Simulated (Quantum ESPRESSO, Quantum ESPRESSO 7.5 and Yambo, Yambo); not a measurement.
# Quasiparticle gap of TiO2 (Rutile) in Yambo

How does a plane-wave GW calculation on TiO2 (Rutile) run from the first input to the gap?

Main program and level: Quantum ESPRESSO 7.5 and Yambo 5.3.0; PBE and many-body steps on it, plane waves.

**Experimental background.**

- Gap 3.05 eV: band gap; bulk crystal (literature experimental value) (quoted in “Hydrogen related defects in titanium dioxide at the interface to palladium”, 2021, arxiv:2112.05953).

- Gap 3.09 ± 0.06 eV: optical gap from Tauc plot assuming indirect allowed transition; UV/vis diffuse reflectance, Kubelka-Munk and Tauc analysis; film (30 nm ALD shell on quartz particles, grown at 200 C, annealed in air at 500 C; rutile-rich with some anatase) on SiO2 (quartz particles) (“Defect-Mediated Crystallization of the Particulate TiO2 Photocatalyst Grown by Atomic Layer Deposition”, 2024, pmc:11726664).

- Gap 3.03 eV: experimental band gap, quoted; bulk crystal (quoted in “Polaron-induced phonon localization and stiffening in rutile TiO2”, 2016, arxiv:1612.05679).

- Gap 3.28 eV: optical bandgap after anatase to rutile transformation; spectroscopic ellipsometry; film (polycrystalline sol-gel film on Si(100), annealed at high temperature below 800 °C) (“Photocatalytic Performance of Sol-Gel Prepared TiO2 Thin Films Annealed at Various Temperatures”, 2023, pmc:10419699).

## 1. Starting point

Symmetry: P4_2/mnm, No. 136, tetragonal system. The conventional cell has a = 4.592 Å, b = 4.592 Å, c = 2.957 Å, α = 90.00°, β = 90.00°, γ = 90.00°. Ti has 6 O at 1.95 to 1.98 Å nearest. Nearest to O lie 3 Ti at 1.95 to 1.98 Å. Farther neighbours and most contacts between anions are not listed.

The cell and positions come from the Crystallography Open Database and are kept as given unless a step says otherwise.

## 2. Ground state

This step: Quantum ESPRESSO 7.5; DFT, PBE, plane waves, norm-conserving pseudopotentials.

The ground-state density comes first.

Contents of pw.in:

```
&control
  calculation = 'scf'
  prefix = 'x'
  outdir = 'o'
  pseudo_dir = 'pseudo'
/
&system
  ibrav = 0
  nat = 6
  ntyp = 2
  ecutwfc = 76.0
  nbnd = 31
  force_symmorphic = .true.
/
&electrons
  conv_thr = 1e-10
  electron_maxstep = 80
  mixing_beta = 0.5
/
ATOMIC_SPECIES
  Ti 47.867 Ti.upf
  O 15.999 O.upf
CELL_PARAMETERS angstrom
  4.5922000000 0.0000000000 0.0000000000
  0.0000000000 4.5922000000 0.0000000000
  0.0000000000 0.0000000000 2.9574000000
ATOMIC_POSITIONS crystal
  Ti 0.0000000000 0.0000000000 0.0000000000
  Ti 0.5000000000 0.5000000000 0.5000000000
  O 0.3049600000 0.3049600000 0.0000000000
  O 0.1950400000 0.8049600000 0.5000000000
  O 0.6950400000 0.6950400000 0.0000000000
  O 0.8049600000 0.1950400000 0.5000000000
K_POINTS automatic
  4 4 8 0 0 0
```

The run is started by

```sh
$ OMP_NUM_THREADS=1 mpirun -n 4 pw.x -nk 4 -in pw.in > pw.out
```

The log of the run:

```text
Program PWSCF v.7.5 starts

     This program is part of the open-source Quantum ESPRESSO suite
     for quantum simulation of materials; please cite
         "P. Giannozzi et al., J. Phys.:Condens. Matter 21 395502 (2009);
         "P. Giannozzi et al., J. Phys.:Condens. Matter 29 465901 (2017);
         "P. Giannozzi et al., J. Chem. Phys. 152 154105 (2020);
     in publications or presentations arising from this work. More details at
     Message from routine setup:
     using ibrav=0 with symmetry is DISCOURAGED, use correct ibrav instead

     G-vector sticks info

     bravais-lattice index     =            0
     lattice parameter (alat)  =       8.6780  a.u.
     unit-cell volume          =     420.8703 (a.u.)^3
     number of atoms/cell      =            6
     number of atomic types    =            2
     number of electrons       =        48.00
     number of Kohn-Sham states=           31
     kinetic-energy cutoff     =      76.0000  Ry
     charge density cutoff     =     304.0000  Ry
     scf convergence threshold =      1.0E-10
     mixing beta               =       0.5000
     number of iterations used =            8  plain     mixing
     Exchange-correlation= PBE
                           (   1   4   3   4   0   0   0)

     celldm(1)=   8.678000  celldm(2)=   0.000000  celldm(3)=   0.000000
     celldm(4)=   0.000000  celldm(5)=   0.000000  celldm(6)=   0.000000

     crystal axes: (cart. coord. in units of alat)
               a(1) = (   1.000000   0.000000   0.000000 )
               a(2) = (   0.000000   1.000000   0.000000 )
               a(3) = (   0.000000   0.000000   0.644005 )

     reciprocal axes: (cart. coord. in units 2 pi/alat)
               b(1) = (  1.000000  0.000000  0.000000 )
               b(2) = (  0.000000  1.000000  0.000000 )
               b(3) = (  0.000000  0.000000  1.552783 )
     Pseudo is Norm-conserving + core correction, Zval = 12.0
     Generated using ONCVPSP code by D. R. Hamann
     Using radial grid of 1586 points,  6 beta functions with:
     Pseudo is Norm-conserving + core correction, Zval =  6.0
     Generated using ONCVPSP code by D. R. Hamann
     Using radial grid of  936 points,  5 beta functions with:
     Ti               12.00    47.86700     Ti( 1.00)
     O                 6.00    15.99900     O ( 1.00)

      8 Sym. Ops., with inversion, found

   Cartesian axes

     site n.     atom                  positions (alat units)
         1        Ti     tau(   1) = (   0.0000000   0.0000000   0.0000000  )
         2        Ti     tau(   2) = (   0.5000000   0.5000000   0.3220025  )
         3        O      tau(   3) = (   0.3049600   0.3049600   0.0000000  )
         4        O      tau(   4) = (   0.1950400   0.8049600   0.3220025  )
         5        O      tau(   5) = (   0.6950400   0.6950400   0.0000000  )
         6        O      tau(   6) = (   0.8049600   0.1950400   0.3220025  )

     number of k points=    35
                       cart. coord. in units 2pi/alat
        k(    1) = (   0.0000000   0.0000000   0.0000000), wk =   0.0156250
        k(    2) = (   0.0000000   0.0000000   0.1940979), wk =   0.0312500
        k(    3) = (   0.0000000   0.0000000   0.3881957), wk =   0.0312500
        k(    4) = (   0.0000000   0.0000000   0.5822936), wk =   0.0312500
        k(    5) = (   0.0000000   0.0000000  -0.7763914), wk =   0.0156250
        k(    6) = (   0.0000000   0.2500000   0.0000000), wk =   0.0625000
        k(    7) = (   0.0000000   0.2500000   0.1940979), wk =   0.1250000
        k(    8) = (   0.0000000   0.2500000   0.3881957), wk =   0.1250000
        k(    9) = (   0.0000000   0.2500000   0.5822936), wk =   0.1250000
        k(   10) = (   0.0000000   0.2500000  -0.7763914), wk =   0.0625000
     [... 23 further rows ...]
        k(   34) = (  -0.2500000   0.2500000  -0.5822936), wk =   0.0625000
        k(   35) = (  -0.2500000   0.2500000   0.7763914), wk =   0.0312500

     Dense  grid:    37691 G-vectors     FFT dimensions: (  50,  50,  32)

     Initial potential from superposition of free atoms

     starting charge      47.9968, renormalised to      48.0000
     Starting wfcs are   36 randomized atomic wfcs

     per-process dynamical memory:    47.7 Mb

     Self-consistent Calculation

     iteration #  1     ecut=    76.00 Ry     beta= 0.50

     total energy              =    -369.28023865 Ry
     estimated scf accuracy    <       2.81883910 Ry

     iteration #  2     ecut=    76.00 Ry     beta= 0.50

     total energy              =    -368.25273269 Ry
     estimated scf accuracy    <      11.32226986 Ry

     iteration #  3     ecut=    76.00 Ry     beta= 0.50

     total energy              =    -370.44347785 Ry
     estimated scf accuracy    <       0.30908036 Ry

     iteration #  4     ecut=    76.00 Ry     beta= 0.50

     total energy              =    -370.38238074 Ry
     estimated scf accuracy    <       0.22404090 Ry

     iteration #  5     ecut=    76.00 Ry     beta= 0.50

     total energy              =    -370.41654724 Ry
     estimated scf accuracy    <       0.00201927 Ry

     iteration #  6     ecut=    76.00 Ry     beta= 0.50

     total energy              =    -370.42011301 Ry
     estimated scf accuracy    <       0.01209194 Ry

     iteration #  7     ecut=    76.00 Ry     beta= 0.50

     total energy              =    -370.41948506 Ry
     estimated scf accuracy    <       0.00296726 Ry

     iteration #  8     ecut=    76.00 Ry     beta= 0.50

     total energy              =    -370.42029830 Ry
     estimated scf accuracy    <       0.00020565 Ry

     iteration #  9     ecut=    76.00 Ry     beta= 0.50

     total energy              =    -370.42029632 Ry
     estimated scf accuracy    <       0.00058515 Ry

     iteration # 10     ecut=    76.00 Ry     beta= 0.50

     total energy              =    -370.42018696 Ry
     estimated scf accuracy    <       0.00038669 Ry

     iteration # 11     ecut=    76.00 Ry     beta= 0.50

     total energy              =    -370.42022075 Ry
     estimated scf accuracy    <       0.00002003 Ry

     iteration # 12     ecut=    76.00 Ry     beta= 0.50

     total energy              =    -370.42023053 Ry
     estimated scf accuracy    <       0.00000438 Ry

     iteration # 13     ecut=    76.00 Ry     beta= 0.50

     total energy              =    -370.42022979 Ry
     estimated scf accuracy    <       0.00000265 Ry

     iteration # 14     ecut=    76.00 Ry     beta= 0.50

     total energy              =    -370.42023011 Ry
     estimated scf accuracy    <       0.00000009 Ry

     iteration # 15     ecut=    76.00 Ry     beta= 0.50

     total energy              =    -370.42023017 Ry
     estimated scf accuracy    <          5.4E-09 Ry

     iteration # 16     ecut=    76.00 Ry     beta= 0.50

     total energy              =    -370.42023017 Ry
     estimated scf accuracy    <          1.9E-09 Ry

     iteration # 17     ecut=    76.00 Ry     beta= 0.50

     End of self-consistent calculation

          k = 0.0000 0.0000 0.0000 (  4679 PWs)   bands (ev):

   -47.7023 -47.6851 -24.0363 -24.0363 -23.8700 -23.8700 -23.8280 -23.7939
    -8.9940  -7.8255  -7.0733  -7.0733   3.3904   3.8036   4.2574   5.3278
     5.3278   6.6120   6.6120   7.1748   8.4480   8.7088   8.7088   9.1604
    11.0770  11.3797  11.6136  11.7075  11.7075  13.6131  13.7822

          k = 0.0000 0.0000 0.1941 (  4675 PWs)   bands (ev):

   -47.6957 -47.6798 -24.0189 -24.0189 -23.8949 -23.8671 -23.8671 -23.8643
    -8.8310  -7.7327  -7.1511  -7.1511   3.6156   3.9739   4.4366   5.1672
     5.1672   6.7197   6.9173   6.9173   7.8315   8.4021   8.4021   9.0817
    11.4417  11.5143  11.5216  11.9046  11.9046  13.6550  13.8414

          k = 0.0000 0.0000 0.3882 (  4700 PWs)   bands (ev):

   -47.6795 -47.6672 -24.0528 -24.0310 -23.9749 -23.9749 -23.8618 -23.8618
    -8.4095  -7.5311  -7.3379  -7.3379   4.1898   4.3857   4.9603   5.0582
     5.0582   5.8345   6.7082   7.3832   7.3832   7.6794   7.6794   8.6971
    11.4326  11.7596  12.0349  12.3366  12.3366  13.2924  14.2960

          k = 0.0000 0.0000 0.5823 (  4696 PWs)   bands (ev):

     [... further k-points ...]

     highest occupied, lowest unoccupied level (ev):     9.1604   11.0770

!    total energy              =    -370.42023017 Ry
     estimated scf accuracy    <          3.5E-11 Ry

     The total energy is the sum of the following terms:
     one-electron contribution =    -123.11808317 Ry
     hartree contribution      =      85.41853301 Ry
     xc contribution           =     -68.33908681 Ry
     ewald contribution        =    -264.38159320 Ry

     convergence has been achieved in  17 iterations

     XML data file, charge density, pseudopotentials, collected wavefunctions

=------------------------------------------------------------------------------=
   JOB DONE.
=------------------------------------------------------------------------------=
```

It took 29 s on 4 MPI ranks of Arm Neoverse V2, shared host; peak memory 0.37 GiB; 1.9 min of CPU time.

Numbers from this step:

| Quantity | Value |
| --- | --- |
| total energy | -5039.8240 eV |
| gap | 1.917 eV |
| k of the valence top | 0, 0, 0 |
| k of the conduction bottom | 0, 0, 0 |
| least direct gap | 1.917 eV |

The gap is direct, at Γ.

(Continued in part 2 of 3.)

[Paths, hosts, dates, memory and timing lines, banners, echoed tables and standing remarks are left out of the program output.]

[Logs are printed without paths, hosts, clocks, repeated set-up lines and the standing remarks that a program may print on its own settings, such as how far it seeks lower states.]

[Runs of the session that timed out or met a known fault of the program may be left out.]

[Hosts, paths, dates, database ids (printed as entryN), source tags and the programs' standing remarks are cut or masked in the printed files.]
